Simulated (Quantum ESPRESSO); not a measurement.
# 1T-PtSe2, 1 layer: a series in biaxial strain, part 4 of 6

Aim: how the results for 1T-PtSe2, 1 layer change with biaxial strain.

Quantum ESPRESSO 7.5; plane-wave DFT, PBE, GBRV ultrasoft pseudopotentials.

So far. Step 3 (Relaxing the ions, -4 %): The relaxation lowers the energy by 32 meV an atom. Step 6 (Band structure, -4 %): Along this path the valence top lies near Γ and the conduction bottom between K and Γ.

### 7. Relaxing the ions, -3 %

Input file m1.relax.in:

```
&control
  prefix = 'm1.relax'
  outdir = './out'
  pseudo_dir = './pseudo'
  nstep = 40
  forc_conv_thr = 0.0003
  calculation = 'relax'
  tstress = .true.
/
&system
  ibrav = 0
  nat = 3
  ntyp = 2
  ecutwfc = 50
  ecutrho = 250
  occupations = 'smearing'
  smearing = 'fd'
  degauss = 0.002
/
&electrons
  conv_thr = 1e-09
  mixing_beta = 0.4
  electron_maxstep = 120
  mixing_mode = 'plain'
/
&ions
/
ATOMIC_SPECIES
  Se  78.9710  se_pbe_v1.uspp.F.UPF
  Pt  195.0840  pt_pbe_v1.4.uspp.F.UPF
CELL_PARAMETERS angstrom
  3.63317889638000 0.00000000000000 0.00000000000000
  -1.81658944819000 3.14642522077000 0.00000000000000
  0.00000000000000 0.00000000000000 17.26771779500000
ATOMIC_POSITIONS crystal
  Se  0.666666666700 0.333333333300 0.424236160800
  Pt  0.000000000000 0.000000000000 0.500000000000
  Se  0.333333333300 0.666666666700 0.575763839200
K_POINTS automatic
  12 12 1 0 0 0
```

Launch:

```
$ OMP_NUM_THREADS=1 mpirun -n 4 pw.x -nk 4 -in m1.relax.in > m1.relax.out
```

Output:

```text
[banner, memory and clock lines left out]
Program PWSCF v.7.5 starts
[...]
Message from routine setup:
[...]
number of electrons       =        28.00
     number of Kohn-Sham states=           18
     kinetic-energy cutoff     =      50.0000  Ry
     charge density cutoff     =     250.0000  Ry
[...]
number of k points=    19  Fermi-Dirac smearing, width (Ry)=  0.0020
[...]
Dense  grid:    88917 G-vectors     FFT dimensions: (  36,  36, 180)
[...]
negative rho (up, down):  1.850E-01 0.000E+00
     Starting wfcs are   20 randomized atomic wfcs
[...]
negative rho (up, down):  1.739E-01 0.000E+00
[...]
estimated scf accuracy    <       1.88112208 Ry
[...]
negative rho (up, down):  1.756E-01 0.000E+00
[...]
estimated scf accuracy    <       1.23112849 Ry
[...]
negative rho (up, down):  1.736E-01 0.000E+00
[...]
estimated scf accuracy    <       0.01553141 Ry
[...]
negative rho (up, down):  1.727E-01 0.000E+00
[...]
estimated scf accuracy    <       0.00423799 Ry
[...]
negative rho (up, down):  1.727E-01 0.000E+00
[...]
estimated scf accuracy    <       0.00063360 Ry
[...]
negative rho (up, down):  1.727E-01 0.000E+00
[...]
estimated scf accuracy    <       0.00012620 Ry
[...]
negative rho (up, down):  1.728E-01 0.000E+00
[...]
estimated scf accuracy    <       0.00000459 Ry
[...]
negative rho (up, down):  1.728E-01 0.000E+00
[...]
estimated scf accuracy    <       0.00000016 Ry
[...]
negative rho (up, down):  1.728E-01 0.000E+00
[...]
estimated scf accuracy    <       0.00000003 Ry
[...]
negative rho (up, down):  1.728E-01 0.000E+00
[...]
estimated scf accuracy    <          1.4E-09 Ry
[...]
negative rho (up, down):  1.728E-01 0.000E+00
[...]
the Fermi energy is     0.0034 ev
!    total energy              =    -297.97903197 Ry
     estimated scf accuracy    <          6.1E-11 Ry
     smearing contrib. (-TS)   =      -0.00000000 Ry
     internal energy E=F+TS    =    -297.97903197 Ry
[...]
one-electron contribution =    -896.52328628 Ry
     hartree contribution      =     452.39205187 Ry
     xc contribution           =    -116.37423014 Ry
     ewald contribution        =     262.52643259 Ry
     convergence has been achieved in  11 iterations
     negative rho (up, down):  1.728E-01 0.000E+00
[...]
Total force =     0.045040     Total SCF correction =     0.000005
[...]
negative rho (up, down):  1.728E-01 0.000E+00
[...]
negative rho (up, down):  1.728E-01 0.000E+00
[...]
negative rho (up, down):  1.728E-01 0.000E+00
[...]
estimated scf accuracy    <       0.00003915 Ry
[...]
negative rho (up, down):  1.728E-01 0.000E+00
[...]
estimated scf accuracy    <       0.00001912 Ry
[...]
negative rho (up, down):  1.728E-01 0.000E+00
[...]
estimated scf accuracy    <       0.00000478 Ry
[...]
negative rho (up, down):  1.728E-01 0.000E+00
[...]
estimated scf accuracy    <       0.00000034 Ry
[...]
negative rho (up, down):  1.728E-01 0.000E+00
[...]
estimated scf accuracy    <       0.00000004 Ry
[...]
negative rho (up, down):  1.728E-01 0.000E+00
[...]
estimated scf accuracy    <          1.3E-09 Ry
[...]
negative rho (up, down):  1.728E-01 0.000E+00
[...]
the Fermi energy is    -0.0285 ev
!    total energy              =    -297.98078180 Ry
     estimated scf accuracy    <          2.8E-10 Ry
     smearing contrib. (-TS)   =      -0.00000000 Ry
     internal energy E=F+TS    =    -297.98078180 Ry
[...]
one-electron contribution =    -893.12511712 Ry
     hartree contribution      =     450.71912217 Ry
     xc contribution           =    -116.35011018 Ry
     ewald contribution        =     260.77532333 Ry
     convergence has been achieved in   7 iterations
     negative rho (up, down):  1.728E-01 0.000E+00
[...]
Total force =     0.032721     Total SCF correction =     0.000012
[...]
negative rho (up, down):  1.728E-01 0.000E+00
[...]
negative rho (up, down):  1.729E-01 0.000E+00
[...]
negative rho (up, down):  1.729E-01 0.000E+00
[...]
estimated scf accuracy    <       0.00004689 Ry
[...]
negative rho (up, down):  1.729E-01 0.000E+00
[...]
estimated scf accuracy    <       0.00002372 Ry
[...]
negative rho (up, down):  1.729E-01 0.000E+00
[...]
estimated scf accuracy    <       0.00000586 Ry
[...]
negative rho (up, down):  1.729E-01 0.000E+00
[...]
estimated scf accuracy    <       0.00000039 Ry
[...]
negative rho (up, down):  1.729E-01 0.000E+00
[...]
estimated scf accuracy    <       0.00000005 Ry
[...]
negative rho (up, down):  1.729E-01 0.000E+00
[...]
estimated scf accuracy    <          1.6E-09 Ry
[...]
negative rho (up, down):  1.729E-01 0.000E+00
[...]
estimated scf accuracy    <          2.8E-10 Ry
[...]
negative rho (up, down):  1.729E-01 0.000E+00
[...]
the Fermi energy is    -0.0641 ev
!    total energy              =    -297.98207612 Ry
     estimated scf accuracy    <          1.8E-11 Ry
     smearing contrib. (-TS)   =      -0.00000000 Ry
     internal energy E=F+TS    =    -297.98207612 Ry
[...]
one-electron contribution =    -889.37689949 Ry
     hartree contribution      =     448.87365189 Ry
     xc contribution           =    -116.32402244 Ry
     ewald contribution        =     258.84519392 Ry
     convergence has been achieved in   8 iterations
     negative rho (up, down):  1.729E-01 0.000E+00
[...]
Total force =     0.019599     Total SCF correction =     0.000006
[...]
negative rho (up, down):  1.729E-01 0.000E+00
[...]
negative rho (up, down):  1.729E-01 0.000E+00
[...]
negative rho (up, down):  1.730E-01 0.000E+00
[...]
estimated scf accuracy    <       0.00009864 Ry
[...]
negative rho (up, down):  1.730E-01 0.000E+00
[...]
estimated scf accuracy    <       0.00004777 Ry
[...]
negative rho (up, down):  1.730E-01 0.000E+00
[...]
estimated scf accuracy    <       0.00001335 Ry
[...]
negative rho (up, down):  1.730E-01 0.000E+00
[...]
estimated scf accuracy    <       0.00000072 Ry
[...]
negative rho (up, down):  1.730E-01 0.000E+00
[...]
estimated scf accuracy    <       0.00000009 Ry
[...]
negative rho (up, down):  1.730E-01 0.000E+00
[...]
estimated scf accuracy    <          4.7E-09 Ry
[...]
negative rho (up, down):  1.730E-01 0.000E+00
[...]
estimated scf accuracy    <          4.6E-10 Ry
[...]
negative rho (up, down):  1.730E-01 0.000E+00
[...]
the Fermi energy is     0.0011 ev
!    total energy              =    -297.98282606 Ry
     estimated scf accuracy    <          2.7E-11 Ry
     smearing contrib. (-TS)   =      -0.00000000 Ry
     internal energy E=F+TS    =    -297.98282606 Ry
[...]
one-electron contribution =    -883.75900117 Ry
     hartree contribution      =     446.10627743 Ry
     xc contribution           =    -116.28581739 Ry
     ewald contribution        =     255.95571507 Ry
     convergence has been achieved in   8 iterations
     negative rho (up, down):  1.730E-01 0.000E+00
[...]
Total force =     0.000839     Total SCF correction =     0.000008
[...]
negative rho (up, down):  1.730E-01 0.000E+00
[...]
negative rho (up, down):  1.730E-01 0.000E+00
[...]
negative rho (up, down):  1.730E-01 0.000E+00
[...]
estimated scf accuracy    <       0.00000020 Ry
[...]
negative rho (up, down):  1.730E-01 0.000E+00
[...]
estimated scf accuracy    <       0.00000010 Ry
[...]
negative rho (up, down):  1.730E-01 0.000E+00
[...]
estimated scf accuracy    <       0.00000003 Ry
[...]
negative rho (up, down):  1.730E-01 0.000E+00
[...]
estimated scf accuracy    <          1.3E-09 Ry
[...]
negative rho (up, down):  1.730E-01 0.000E+00
[...]
estimated scf accuracy    <          2.0E-10 Ry
[...]
negative rho (up, down):  1.730E-01 0.000E+00
[...]
the Fermi energy is    -0.0015 ev
!    total energy              =    -297.98282749 Ry
     estimated scf accuracy    <          1.2E-11 Ry
     smearing contrib. (-TS)   =      -0.00000000 Ry
     internal energy E=F+TS    =    -297.98282749 Ry
[...]
one-electron contribution =    -883.50734139 Ry
     hartree contribution      =     445.98234226 Ry
     xc contribution           =    -116.28413403 Ry
     ewald contribution        =     255.82630566 Ry
     convergence has been achieved in   6 iterations
     negative rho (up, down):  1.730E-01 0.000E+00
[...]
Total force =     0.000024     Total SCF correction =     0.000005
[...]
negative rho (up, down):  1.730E-01 0.000E+00
[...]
```

The job ended after 73 s (4 MPI ranks of Intel Xeon Platinum 8559C (Emerald Rapids), shared host; peak memory 0.69 GiB; 4.9 min of CPU time).

Relaxation path:

```
step  energy less that of the first step (eV)  largest force (eV/Å)
   1                                   0.0000                0.8188
   2                                  -0.0238                0.5949
   3                                  -0.0414                0.3563
   4                                  -0.0516                0.0153
   5                                  -0.0516                0.0004
```

The atoms that moved most (Å):

```
atom     dx     dy      dz  length
 Se3  0.000  0.000   0.064   0.064
 Se1  0.000  0.000  -0.064   0.064
```

The relaxed structure:

```xyz
3
Lattice="3.6332 0.0000 0.0000 -1.8166 3.1464 0.0000 0.0000 0.0000 17.2677" Properties=species:S:1:pos:R:3
Se    1.8166    1.0488    7.2613
Pt    0.0000    0.0000    8.6339
Se    0.0000    2.0976   10.0064
```

The relaxation lowers the energy by 17 meV an atom.

Numbers from this step:

* free energy: -4054.2629 eV
* Fermi energy: -0.0015 eV

### 8. Self-consistent run, -3 %

Input file m1.scf.in:

```
&control
  prefix = 'm1.scf'
  outdir = './out'
  pseudo_dir = './pseudo'
  calculation = 'scf'
  tprnfor = .true.
/
&system
  ibrav = 0
  nat = 3
  ntyp = 2
  ecutwfc = 40
  ecutrho = 200
  occupations = 'smearing'
  smearing = 'fd'
  degauss = 0.002
  nbnd = 18
/
&electrons
  conv_thr = 1e-09
  mixing_beta = 0.4
  electron_maxstep = 120
  mixing_mode = 'plain'
/
ATOMIC_SPECIES
  Se  78.9710  se_pbe_v1.uspp.F.UPF
  Pt  195.0840  pt_pbe_v1.4.uspp.F.UPF
CELL_PARAMETERS angstrom
  3.63317889638000 0.00000000000000 0.00000000000000
  -1.81658944819000 3.14642522077000 0.00000000000000
  0.00000000000000 0.00000000000000 17.26771779500000
ATOMIC_POSITIONS crystal
  Se  0.666666666700 0.333333333300 0.420511461800
  Pt  0.000000000000 0.000000000000 0.500000000000
  Se  0.333333333300 0.666666666700 0.579488538200
K_POINTS automatic
  12 12 1 0 0 0
```

Launch:

```
$ OMP_NUM_THREADS=1 mpirun -n 4 pw.x -nk 4 -in m1.scf.in > m1.scf.out
```

Output:

```text
[banner, memory and clock lines left out]
Program PWSCF v.7.5 starts
[...]
Message from routine setup:
[...]
number of electrons       =        28.00
     number of Kohn-Sham states=           18
     kinetic-energy cutoff     =      40.0000  Ry
     charge density cutoff     =     200.0000  Ry
[...]
number of k points=    19  Fermi-Dirac smearing, width (Ry)=  0.0020
[...]
Dense  grid:    63651 G-vectors     FFT dimensions: (  32,  32, 150)
[...]
negative rho (up, down):  1.821E-01 0.000E+00
     Starting wfcs are   20 randomized atomic wfcs
[...]
negative rho (up, down):  1.720E-01 0.000E+00
[...]
estimated scf accuracy    <       1.90903279 Ry
[...]
negative rho (up, down):  1.741E-01 0.000E+00
[...]
estimated scf accuracy    <       1.41907329 Ry
[...]
negative rho (up, down):  1.728E-01 0.000E+00
[...]
estimated scf accuracy    <       0.01600050 Ry
[...]
negative rho (up, down):  1.723E-01 0.000E+00
[...]
estimated scf accuracy    <       0.00442418 Ry
[...]
negative rho (up, down):  1.725E-01 0.000E+00
[...]
estimated scf accuracy    <       0.00073147 Ry
[...]
negative rho (up, down):  1.725E-01 0.000E+00
[...]
estimated scf accuracy    <       0.00019110 Ry
[...]
negative rho (up, down):  1.726E-01 0.000E+00
[...]
estimated scf accuracy    <       0.00000700 Ry
[...]
negative rho (up, down):  1.726E-01 0.000E+00
[...]
estimated scf accuracy    <       0.00000067 Ry
[...]
negative rho (up, down):  1.726E-01 0.000E+00
[...]
estimated scf accuracy    <       0.00000006 Ry
[...]
negative rho (up, down):  1.726E-01 0.000E+00
[...]
estimated scf accuracy    <          1.3E-09 Ry
[...]
negative rho (up, down):  1.726E-01 0.000E+00
[...]
estimated scf accuracy    <          1.2E-09 Ry
[...]
negative rho (up, down):  1.726E-01 0.000E+00
[...]
the Fermi energy is    -0.0005 ev
!    total energy              =    -297.98126154 Ry
     estimated scf accuracy    <          5.6E-11 Ry
     smearing contrib. (-TS)   =      -0.00000000 Ry
     internal energy E=F+TS    =    -297.98126154 Ry
[...]
one-electron contribution =    -883.49962082 Ry
     hartree contribution      =     445.97831260 Ry
     xc contribution           =    -116.28625903 Ry
     ewald contribution        =     255.82630571 Ry
     convergence has been achieved in  12 iterations
     negative rho (up, down):  1.726E-01 0.000E+00
[...]
Total force =     0.000189     Total SCF correction =     0.000013
[...]
```

Wall time 14 s (4 MPI ranks); peak memory 0.42 GiB.

Numbers from this step:

* free energy: -4054.2416 eV
* Fermi energy: -5.00e-4 eV
* valence top, on the run's zero: -0.6049 eV
* conduction bottom, on the run's zero: 0.6441 eV
* gap by band count: 1.249 eV

[end of part 4 of 6]

[Logs are printed without paths, hosts, clocks, repeated set-up lines and the standing remarks that a program may print on its own settings, such as how far it seeks lower states.]

[Hosts, paths, dates, database ids (printed as entryN), source tags and the programs' standing remarks are cut or masked in the printed files.]

[Maps of the electrostatic potential energy from Ansatz leave out the sawtooth potential of an applied field or a dipole correction, so their vacuum need not be flat; planar profiles and work functions include it.]
